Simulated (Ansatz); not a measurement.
**Pa (I4/mmm, 1 atom in the cell): from the cell to its phonons**

Task: relax Pa (I4/mmm, 1 atom in the cell), then find its harmonic phonons.

Program: Ansatz 0.2.0. Level of theory: DFT PBEsol, scalar-relativistic, plane waves, PAW. Results are calculated unless marked as measured.

This is a report of a sequence of runs, with most program output left out.

### 1. Set-up

It takes space group I4/mmm (No. 139, tetragonal). The conventional cell has a = 3.925 Å, b = 3.925 Å, c = 3.238 Å, α = 90.00°, β = 90.00°, γ = 90.00°. Nearest to Pa lie 10 Pa at 3.21 to 3.24 Å.

### 2. Bringing the structure to rest

The volume is held at the value of the starting cell, while the atoms and the shape relax as far as symmetry allows.

File input.yaml:

```yaml
crystal:
  lattice:
    - [-1.9625, 1.9625, 1.619]
    - [1.9625, -1.9625, 1.619]
    - [1.9625, 1.9625, -1.619]
  atoms:
    - { symbol: Pa, position: [0.0, 0.0, 0.0] }
kpoints:
  mp_grid: { grid: [16, 16, 16] }
hamiltonian:
  xc: pbesol
scf:
  occupations: { method: gaussian, width: 0.1 }
output:
  forces: true
  stress: true
  eigenvalues: true
relax:
  adjacent_minimum: "off"
  f_tol: 0.005
  max_steps: 80
  cell: { stress_tol: 0.05, fix: [volume] }
```

On the command line:

```console
$ ansatz run input.yaml --threads 8 --pin off --max-ram 14336MiB --backend cpu --events-out ev --progress --plain --runs-dir out
```

It took 4.5 s on 8 threads of AMD EPYC 7B13 (Zen 3), shared host; peak memory 0.55 GiB; 29 s of CPU time.

Relaxation path:

| step | energy less that of the first step (eV) | largest force component (eV/Å) | pressure (GPa) | volume (Å³) |
| --- | --- | --- | --- | --- |
| 1 | 0.0000 | 0.0000 | -6.10 | 24.94 |
| 2 | -0.0018 | 0.0000 | -6.01 | 24.94 |
| 3 | -0.0031 | 0.0000 | -6.08 | 24.94 |
| 4 | -0.0031 | 0.0000 | -6.08 | 24.94 |
| 5* | -0.0031 | 0.0000 | -6.08 | 24.94 |

Relaxation steps marked * repeat the geometry before them on a plane-wave basis chosen anew for their cell, so energy and pressure can jump there.

| conventional cell, symmetrised | before | after | change |
| --- | --- | --- | --- |
| a (Å) | 3.925 | 3.950 | +0.6 % |
| b (Å) | 3.925 | 3.950 | +0.6 % |
| c (Å) | 3.238 | 3.197 | -1.3 % |
| volume (Å³/atom) | 24.94 | 24.94 | +0.0 % |

Final coordinates:

```
Pa
1.0
    -1.97517    1.97517    1.59830
     1.97517   -1.97517    1.59830
     1.97517    1.97517   -1.59830
Pa
1
Cartesian
  0.0000 0.0000 0.0000
```

This step gave:

```
pressure          : -6.081 GPa
volume per atom   : 24.94 Å³
gap on the k-mesh : 0 eV
```

In this step the volume went from 24.94 to 24.94 Å³/atom.

### 3. Relaxing to small forces for the phonons

At the same fixed volume the relaxation is repeated with tight tolerances, on the k mesh and occupations of the phonon run that follows.

input.yaml, the sections that differ from step 2:

```yaml
crystal:
  lattice:
    - [-1.9751668531, 1.9751668531, 1.5983011139]
    - [1.9751668531, -1.9751668531, 1.5983011139]
    - [1.9751668531, 1.9751668531, -1.5983011139]
  atoms:
    - { symbol: Pa, position: [0.0, 0.0, 0.0] }
scf:
  occupations: { method: methfessel_paxton, width: 0.2 }
relax:
  adjacent_minimum: "off"
  f_tol: 0.001
  max_steps: 60
  cell: { stress_tol: 0.01, fix: [volume] }
# kpoints, hamiltonian, output: as in step 2
```

Run time: 3.4 s. Hardware: 8 threads; peak memory 0.55 GiB.

Little changed from the start: no atom moved by 0.005 Å and no cell edge by 0.1 %.

This step gave:

| Quantity | Value |
| --- | --- |
| pressure | -6.098 GPa |

The forces vanish by symmetry. The volume is held at 24.94 Å³/atom, so a pressure of -6.10 GPa remains at this level.

### 4. Phonons on a q mesh

Stability and thermal properties need the whole zone. Linear response on a 4×4×4 q mesh gives force constants as far as a supercell of that size would.

File input.yaml:

```yaml
crystal:
  lattice:
    - [-1.9749709367, 1.9749709367, 1.5986182315]
    - [1.9749709367, -1.9749709367, 1.5986182315]
    - [1.9749709367, 1.9749709367, -1.5986182315]
  atoms:
    - { symbol: Pa, position: [0.0, 0.0, 0.0] }
kpoints:
  mp_grid: { grid: [16, 16, 16] }
hamiltonian:
  xc: pbesol
scf:
  occupations: { method: methfessel_paxton, width: 0.2 }
output:
  eigenvalues: true
phonons:
  method: dfpt
  qmesh: [4, 4, 4]
  temperatures: { t_max: 400, t_step: 50 }
  qpath:
    path:
      - [[0.0, 0.0, 0.0], [0.0, 0.0, 0.5], [-0.5, 0.5, 0.5], [0.0, 0.0, 0.0], [0.41379782, 0.41379782, -0.41379782]]
      - [[-0.41379782, 0.58620218, 0.41379782], [-0.5, 0.5, 0.5]]
      - [[0.0, 0.0, 0.5], [0.25, 0.25, 0.25], [0.0, 0.5, 0.0], [0.0, 0.0, 0.0]]
    npoints: 10
```

Elapsed: 2.5 min, on 8 threads; peak memory 4.1 GiB; 18 min of CPU time.

Numbers from this step:

- sum-rule residual before enforcement: 5.59e-5 eV/Å²
- lowest frequency on the path: 0 cm⁻¹
- highest frequency on the path or at a solved wavevector: 119.2 cm⁻¹
- mean frequency: 78.6 cm⁻¹
- Debye temperature (second moment): 151 K
- logarithmic mean frequency: 74.9 cm⁻¹
- lowest mode on the q mesh (acoustic modes at Γ apart): 5.66 cm⁻¹
- zero-point energy per atom: 14.62 meV
- heat capacity at 300 K: 24.63 J/(mol atoms K)
- vibrational entropy at 300 K: 50.62 J/(mol atoms K)

Frequencies (cm⁻¹) solved at each irreducible wavevector; negative means imaginary. Frequencies by wavevector, by row:

| q in reciprocal lattice units | star | mode 1 | mode 2 | mode 3 |
| --- | --- | --- | --- | --- |
| 0 0 0 | 1 | 0 | 0 | 0 |
| 0 0 0.25 | 4 | 15.9 | 51.5 | 75 |
| 0 0 -0.5 | 2 | 5.7 | 67.6 | 92.9 |
| 0 0.25 0 | 8 | 52.4 | 59 | 90.7 |
| 0 0.25 0.25 | 16 | 57.4 | 86 | 100 |
| 0 -0.5 0 | 4 | 60.1 | 66.5 | 119.2 |
| 0 -0.5 0.25 | 8 | 67.9 | 87.9 | 113.7 |
| 0.25 0.25 0.25 | 2 | 83.4 | 83.4 | 117.4 |
| 0.25 0.25 -0.25 | 2 | 87.2 | 87.2 | 109 |
| 0.25 -0.5 -0.5 | 8 | 82.8 | 88.7 | 108.2 |
| 0.25 -0.25 0.25 | 4 | 58.5 | 72.4 | 85.1 |
| 0.25 -0.25 -0.5 | 4 | 71.6 | 80 | 80.6 |
| -0.5 -0.5 -0.5 | 1 | 81.9 | 85.1 | 85.1 |

Interpolated from a 4×4×4 q mesh. The phonon branches at the labelled points (cm⁻¹):

| point | branch 1 | branch 2 | branch 3 |
| --- | --- | --- | --- |
| Γ | 0 | 0 | 0 |
| halfway | 16 | 52 | 75 |
| X | 6 | 68 | 93 |
| halfway | 72 | 80 | 81 |
| M | 82 | 85 | 85 |
| halfway | 58 | 72 | 85 |
| Γ | 0 | 0 | 0 |
| halfway | 78 | 78 | 102 |
| Z | 90 | 90 | 100 |
| jump to Z0 | 90 | 90 | 100 |
| halfway | 87 | 87 | 88 |
| M | 82 | 85 | 85 |
| jump to X | 6 | 68 | 93 |
| halfway | 51 | 96 | 96 |
| P | 83 | 83 | 117 |
| halfway | 75 | 76 | 117 |
| N | 60 | 66 | 119 |
| halfway | 52 | 59 | 91 |
| Γ | 0 | 0 | 0 |

The phonon density of states has structure finer than the step of the table below, so its rows give means over 5 cm⁻¹, whole bins alone (the curve runs from 0.5 to 120 cm⁻¹). Peaks (cm⁻¹: height): 67.5: 0.0680, 85.5: 0.0813, 114.5: 0.0552.

Tetrahedra on a 28×28×24 mesh, mean over bins of 1 cm-1. Interpolated from a 4×4×4 q mesh. Phonon density of states against wavenumber; means over each step:

wavenumber (cm⁻¹), phonon density of states (1/cm⁻¹/cell) and a bar:
```
        5     0.0001 
       10     0.0007 
       15     0.0022 #
       20     0.0039 ##
       25     0.0050 ##
       30     0.0064 ###
       35     0.0080 ###
       40     0.0100 ####
       45     0.0125 #####
       50     0.0160 #######
       55     0.0213 #########
       60     0.0328 #############
       65     0.0513 #####################
       70     0.0572 ########################
       75     0.0490 ####################
       80     0.0526 ######################
       85     0.0728 ##############################
       90     0.0613 #########################
       95     0.0295 ############
      100     0.0163 #######
      105     0.0186 ########
      110     0.0250 ##########
      115     0.0429 ##################
```

Second derivatives of the energy by pair, one row for each kind of neighbour of each atom listed. Each entry sums the pair over the periodic images of the supercell that the q mesh stands for, and in a polar crystal it holds the long-range dipole part too. Force constants by pair, by row:

| atom | neighbour | distance (Å) | third of the trace (eV/Å²) | along the pair's line (eV/Å²) |
| --- | --- | --- | --- | --- |
| Pa1 | itself | 0 | 5.648 | – |
| Pa1 | Pa | 3.197 | -0.8112 | -1.628 |
| Pa1 | Pa | 3.218 | -0.39 | -1.163 |
| Pa1 | Pa | 3.95 | -0.0372 | -0.3551 |
| Pa1 | Pa | 5.082 | -0.018 | -0.0648 |
| Pa1 | Pa | 5.55 | 0.0345 | 0.0982 |
| Pa1 | Pa | 5.586 | 0.0205 | 0.0549 |
| Pa1 | Pa | 6.394 | -0.1758 | -0.3305 |
| Pa1 | Pa | 6.436 | -0.1622 | -0.4251 |

Harmonic thermodynamic functions per atom, from the density of states. Interpolated from a 4×4×4 q mesh. Thermodynamic functions, by row:

| T (K) | F_vib (meV/atom) | S (J/mol-atom/K) | C_V (J/mol-atom/K) |
| --- | --- | --- | --- |
| 0 | 14.62 | 0 | 0 |
| 50 | 12.75 | 10.68 | 16.48 |
| 100 | 3.41 | 24.44 | 22.31 |
| 200 | -31.21 | 40.71 | 24.24 |
| 300 | -78.87 | 50.62 | 24.63 |
| 400 | -135.2 | 57.73 | 24.76 |

Harmonic mean-square displacement, third of the trace. Interpolated from a 4×4×4 q mesh. Mean square displacements, by row:

| T (K) | Pa1 U_eq (Å²) |
| --- | --- |
| 0 | 0.00105 |
| 100 | 0.00287 |
| 300 | 0.00816 |
| 600 | 0.01624 |

Symmetry leaves 13 wavevectors to solve. The lowest mode among them, the acoustic zeros apart, lies at q = (0, 0, -0.5) and is real, 5.7 cm⁻¹.

### 5. Summary of results

```yaml
space_group_after_relaxation_within_0p01_a: I4/mmm
volume_per_atom: 24.9 Å³
electronic_character: no gap on this mesh
lowest_mode_on_the_q_mesh_acoustic_modes_at_gamma_apart: 5.7 cm⁻¹
highest_frequency_on_the_path_or_at_a_solved_wavevector: 119 cm⁻¹
zero_point_energy_per_atom: 14.6 meV
heat_capacity_at_300_k: 24.6 J/(mol atoms K)
vibrational_entropy_at_300_k: 50.6 J/(mol atoms K)
debye_temperature_second_moment: 151 K
imaginary_modes_on_the_4x4x4_q_mesh: none
```

**Reading.** The structure is a minimum as far as tested: no mode is imaginary at the 13 irreducible wavevectors of the 4×4×4 mesh, and the softest away from the acoustic zeros lies at 6 cm⁻¹. The volume was held at that of the database entry and not relaxed, so the modes belong to a cell under -6.10 GPa at this level. With no gap, or one that is small against the smearing, the frequencies hang on the k mesh and the smearing, most of all near Kohn anomalies. Spin-orbit coupling is left out, which can matter for the heavy elements here. These are harmonic frequencies at zero temperature: anharmonic shifts, linewidths and thermal expansion are left out.

[Logs are printed without paths, hosts, clocks, repeated set-up lines and the standing remarks that a program may print on its own settings, such as how far it seeks lower states.]

[Hosts, paths, dates, database ids (printed as entryN), source tags and the programs' standing remarks are cut or masked in the printed files.]
